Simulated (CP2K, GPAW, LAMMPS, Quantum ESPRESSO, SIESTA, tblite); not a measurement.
## Amorphous SiO1.7 (154 atoms): runs against a plane-wave reference

Density of this cell: 2.22 g/cm³. The cell holds 154 atoms: 57 Si and 97 O. Cell: a = 13.312 Å, b = 13.312 Å, c = 13.312 Å, α = 90.0°, β = 90.0°, γ = 90.0°. 154 atoms (57 Si, 97 O) placed at random at 2.22 g/cm³, melted at 5000 K for 10 ps at fixed volume with the Tersoff Si-O potential (Munetoh et al., Comput. Mater. Sci. 39, 334 (2007)). Quenched from 5000 K to 100 K at 300 K/ps and fixed volume, held 5 ps.

Geometry: as built.

The reference, a calculation:

- method: Kohn-Sham DFT, PBE, SSSP efficiency 1.3.0 pseudopotentials, plane waves (Quantum ESPRESSO 7.5); sssp-pbe-1.3.0-efficiency, cutoffs 60/480 Ry, Γ point
- r.m.s. force component: 1.419 eV/Å
- longest force: 7.09 eV/Å
- pressure: 1.846 GPa
- time: 43 min on 2 MPI ranks of Arm Neoverse V2, shared host
- CPU time: 87 min

Runs, in no order:
A. GPAW PBE, LCAO dzp, h 0.18 Å: Kohn-Sham DFT, PBE, PAW, atomic orbitals (dzp)
B. tblite GFN2-xTB: GFN2-xTB tight binding, diagonalisation
C. SIESTA PBE, DZP, shift 0.01 Ry, mesh 500 Ry: Kohn-Sham DFT, PBE, PseudoDojo 0.4.1 norm-conserving pseudopotentials (converted to PSML), numerical atomic orbitals (DZP), diagonalisation
D. CP2K PBE, DZVP-UZH, 600/50 Ry, diagonalisation: Kohn-Sham DFT, PBE, GTH-PBE pseudopotentials, Gaussian and plane waves, DZVP-MOLOPT (UZH set), diagonalisation

**Question.** Rank the runs by how far their forces lie from the reference's, least first.

D, C, A, B.

| run | Δ force, r.m.s. (meV/Å) | share of r.m.s. force (%) | CPU time |
| --- | --- | --- | --- |
| D. CP2K PBE, DZVP-UZH, 600/50 Ry, diagonalisation | 91.5 | 6.45 | 19 min |
| C. SIESTA PBE, DZP, shift 0.01 Ry, mesh 500 Ry | 169 | 11.9 | 16 min |
| A. GPAW PBE, LCAO dzp, h 0.18 Å | 297 | 21.0 | 15 min |
| B. tblite GFN2-xTB | 628 | 44.2 | 25 s |

Periodic xTB results under one method name differ between programs and library versions. The network of bonds at the start is that of the classical potential that made the cell, and needn't be the one that DFT or experiment would give. The electronic-structure runs sample only Γ, in a cell whose shortest periodic width is 13 Å, which is coarse for a cell with partly filled levels.

[Hosts, paths, dates, database ids (printed as entryN), source tags and the programs' standing remarks are cut or masked in the printed files.]
